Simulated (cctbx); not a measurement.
# Diagnosing a refinement

Cell a = 3.8590 Å, b = 3.8590 Å, c = 10.5610 Å, α = 90.00°, β = 90.00°, γ = 90.00°; space group I4/mmm (no. 139). The compound is Fe4Bi.

The data are simulated with cctbx, not measured: Cu Kα, λ = 1.54184 Å, to d = 0.8 Å, 70 % of the full sphere, strongest reflection 20000 counts, noise from counting, a 6 % proportional error and a noise floor of 15 counts (s.d.); no absorption.

An anisotropic refinement with weights 1/σ² prints:

```text
Rint 0.045, 66 unique reflections to 0.80 A
cycle     R1     wR2    GooF  max shift (A)
   1  0.2403  0.5817  21.391   0.01415
   4  0.1079  0.2346   8.625   0.00012
final R1 0.1081 wR2 0.2346 GooF 8.624  parameters 7  data/parameter 9.4
atom        x        y        z      Ueq    occ   su(xyz)  su(Uiso or U11)
Bi1    0.00000  0.00000  0.00000   0.0090  1.000  0.00000  0.0021
Fe1    0.50000  0.50000  0.10816   0.0201  1.000  0.00164  0.0046
Ru1    0.00000  0.50000  0.25000   0.0592  1.000  0.00000  0.0045
difference map: max 13.27 min -12.58 rms 1.81
Q1    0.0000  0.0000  0.0000    2   13.27  0.00 A from Bi1
Q2    0.0000  0.0000  0.3935    4    5.90  0.02 A from Fe1
Q3    0.0000  0.1603  0.0952   16    2.15  1.18 A from Bi1
Q4    0.0000  0.5000  0.0000    4    2.02  1.93 A from Bi1
Q5    0.0000  0.0000  0.2635    4    2.01  1.36 A from Fe1
Q6    0.0000  0.0000  0.1756    4    1.77  1.85 A from Bi1
```

Q: Accept it or mend it, and why?

Mend it. The fault: wrong element: Ru1 is Fe. Against the right model at the same level, R1 goes from 0.0120 to 0.1081 and GooF from 0.91 to 8.62, U of Ru1 swells from 0.0151 to 0.0592 Å², the top difference peak, 13.3 e/Å³, lies on Bi1 and a hole of -12.6 e/Å³ opens. Ru1 has 18 electrons too many and its U swells to shed them, as expected.

The compound is Fe4Bi. The right model at the same level gives:

```text
Rint 0.045, 66 unique reflections to 0.80 A
cycle     R1     wR2    GooF  max shift (A)
   1  0.0166  0.0346   1.273   0.00129
   2  0.0120  0.0247   0.908   0.00000
final R1 0.0120 wR2 0.0247 GooF 0.908  parameters 7  data/parameter 9.4
atom        x        y        z      Ueq    occ   su(xyz)  su(Uiso or U11)
Bi1    0.00000  0.00000  0.00000   0.0102  1.000  0.00000  0.0002
Fe1    0.50000  0.50000  0.10821   0.0165  1.000  0.00014  0.0005
Fe2    0.00000  0.50000  0.25000   0.0151  1.000  0.00000  0.0004
difference map: max 0.64 min -0.60 rms 0.19
Q1    0.0000  0.3225  0.3822   16    0.67  1.25 A from Fe1
Q2    0.0000  0.5000  0.5000    4    0.47  1.93 A from Bi1
Q3    0.0000  0.0000  0.4437    4    0.45  0.55 A from Fe1
Q4    0.0000  0.2150  0.1302   16    0.40  1.61 A from Bi1
Q5    0.0000  0.3578  0.2429   16    0.36  0.55 A from Fe2
Q6    0.0000  0.0000  0.2932    4    0.30  1.04 A from Fe1
```

The model is made up (kin elements in a known structure type, no relaxation), so it says nothing on whether the phase exists.

[Middle refinement cycles are left out of these outputs.]

[Logs are printed without paths, hosts, clocks, repeated set-up lines and the standing remarks that a program may print on its own settings, such as how far it seeks lower states.]
